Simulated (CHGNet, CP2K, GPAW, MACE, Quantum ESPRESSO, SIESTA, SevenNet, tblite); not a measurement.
# Which run comes nearest? H-capped Ge nanowire along [001] with a Si core (73 atoms)

The cell holds 73 atoms: 32 Ge, 13 Si and 28 H. Its edges and angles: a = 26.501 Å, b = 26.501 Å, c = 5.658 Å, α = 90.0°, β = 90.0°, γ = 90.0°. It derives from Ge (diamond-structure). Round section of size parameter 8.03 Å cut from diamond-structure Ge (a = 5.658 Å) along [001], 1 period, broken bonds capped with H, 12 Å of vacuum, Si core of radius 4.42 Å. Then every atom was moved at random, 0.05 Å r.m.s. a Cartesian component (hydrogen 0.6 of that). Regions: wire, 45 atoms (32 Ge and 13 Si); hydrogen, 28 atoms (28 H). Vacuum lies along a and b. The structure repeats along c.

Geometry: as built.

The reference, a calculation:

- method: Kohn-Sham DFT, PBE, SSSP efficiency 1.3.0 pseudopotentials, plane waves (Quantum ESPRESSO 7.5); sssp-pbe-1.3.0-efficiency, cutoffs 60/480 Ry, Γ point
- r.m.s. force component: 0.8437 eV/Å
- longest force: 3.707 eV/Å
- gap (highest filled to lowest empty level): 1.62 eV
- time: 56 min on 1 thread of Arm Neoverse V1, shared host
- CPU time: 56 min

Q: Estimate the differences from the reference, the CPU time and the memory of each run.
- SevenNet l3i5 potential (SevenNet l3i5; 1 thread)
- GPAW PBE, LCAO dzp, h 0.2 Å (GPAW 26.7.0; 1 thread)
- CHGNet r2SCAN potential (CHGNet r2SCAN; 1 thread)
- CP2K PBE, TZVP-MOLOPT (SR for Ge), 450/50 Ry, diagonalisation (CP2K 2026.2; 2 threads)
- CP2K PBE, DZVP-MOLOPT-SR, 450/20 Ry, diagonalisation (CP2K 2026.2; 2 threads)
- MACE MPA-0 medium potential (MACE MPA-0 medium; 1 thread)
- CP2K PBE, SZV-MOLOPT-SR, 450/50 Ry, diagonalisation (CP2K 2026.2; 1 thread)
- SIESTA PBE, DZP, shift 0.01 Ry, mesh 300 Ry (SIESTA 5.4.2; 1 thread)
- SIESTA revPBE, PBE potentials, DZP, shift 0.01 Ry, mesh 300 Ry (SIESTA 5.4.2; 1 thread)
- GPAW PBE, LCAO sz(dzp), h 0.2 Å (GPAW 26.7.0; 1 thread)

Differences are against the plane-wave reference, forces as r.m.s. over components; share is that over the reference's r.m.s. force, slope the least-squares factor from reference forces to these. Total energies of different programs have different zeros and aren't compared.

| run | Δ force, r.m.s. (meV/Å) | share (%) | slope | Δ gap (eV) | cores | CPU time | memory (GiB) |
| --- | --- | --- | --- | --- | --- | --- | --- |
| reference | - | - | - | - | 1 | 56 min | 13 |
| SevenNet l3i5 potential | 200 | 23.7 | 0.861 | - | 1 | 10 s | 1.0 |
| GPAW PBE, LCAO dzp, h 0.2 Å | 167 | 19.8 | 1.107 | 0.0771 | 1 | 2 min | 1.9 |
| CHGNet r2SCAN potential | 468 | 55.4 | 0.523 | - | 1 | 4.2 s | 0.59 |
| CP2K PBE, TZVP-MOLOPT (SR for Ge), 450/50 Ry, diagonalisation | 24.4 | 2.89 | 0.994 | 0.0335 | 2 | 6.6 min | 7.7 |
| CP2K PBE, DZVP-MOLOPT-SR, 450/20 Ry, diagonalisation (coarse) | 90.1 | 10.7 | 1.010 | 0.0136 | 2 | 2.9 min | 7.6 |
| MACE MPA-0 medium potential | 144 | 17.1 | 0.902 | - | 1 | 8.5 s | 0.78 |
| CP2K PBE, SZV-MOLOPT-SR, 450/50 Ry, diagonalisation (coarse) | 474 | 56.1 | 1.161 | 1.64 | 1 | 2.5 min | 7.3 |
| SIESTA PBE, DZP, shift 0.01 Ry, mesh 300 Ry | 104 | 12.3 | 1.046 | 0.0724 | 1 | 3.3 min | 1.4 |
| SIESTA revPBE, PBE potentials, DZP, shift 0.01 Ry, mesh 300 Ry | 140 | 16.6 | 1.066 | 0.121 | 1 | 3.4 min | 1.4 |
| GPAW PBE, LCAO sz(dzp), h 0.2 Å (coarse) | 782 | 92.7 | 1.404 | 0.644 | 1 | 49 s | 1.6 |

Rows marked coarse were listed beforehand as settings not expected to be converged; some can still land near the reference.

Times of the machine-learned potentials are mostly Python's start and the loading of weights.

CPU time is summed over cores on a shared host, where runs went side by side, so it is rough. Symmetry, cutoffs, thresholds, outputs and thread counts weren't matched or tuned between programs; memory under MPI is the largest rank's times the ranks.

The PBE runs in local orbitals, coarse settings apart, differ by 2.9 % (CP2K PBE, TZVP-MOLOPT (SR for Ge), 450/50 Ry, diagonalisation) to 20 % (GPAW PBE, LCAO dzp, h 0.2 Å); basis, grid and potentials can all enter. Machine-learned potentials differ by 17 % (MACE MPA-0 medium potential) to 55 % (CHGNet r2SCAN potential); they were trained on other programs' data, some at another functional. Rows with another functional or a dispersion term differ by 17 % (SIESTA revPBE, PBE potentials, DZP, shift 0.01 Ry, mesh 300 Ry), which mixes the change of model with differences of basis and potentials, some of them made for another functional. Runs with settings chosen to be coarse differ by 11 % (CP2K PBE, DZVP-MOLOPT-SR, 450/20 Ry, diagonalisation) to 93 % (GPAW PBE, LCAO sz(dzp), h 0.2 Å), their programs' other errors included. Machine-learned potentials mimic data converged in k, so the reference's own k-point error enters their differences. The electronic-structure runs sample only Γ, in a cell whose periodic width is 6 Å.

[Hosts, paths, dates, database ids (printed as entryN), source tags and the programs' standing remarks are cut or masked in the printed files.]
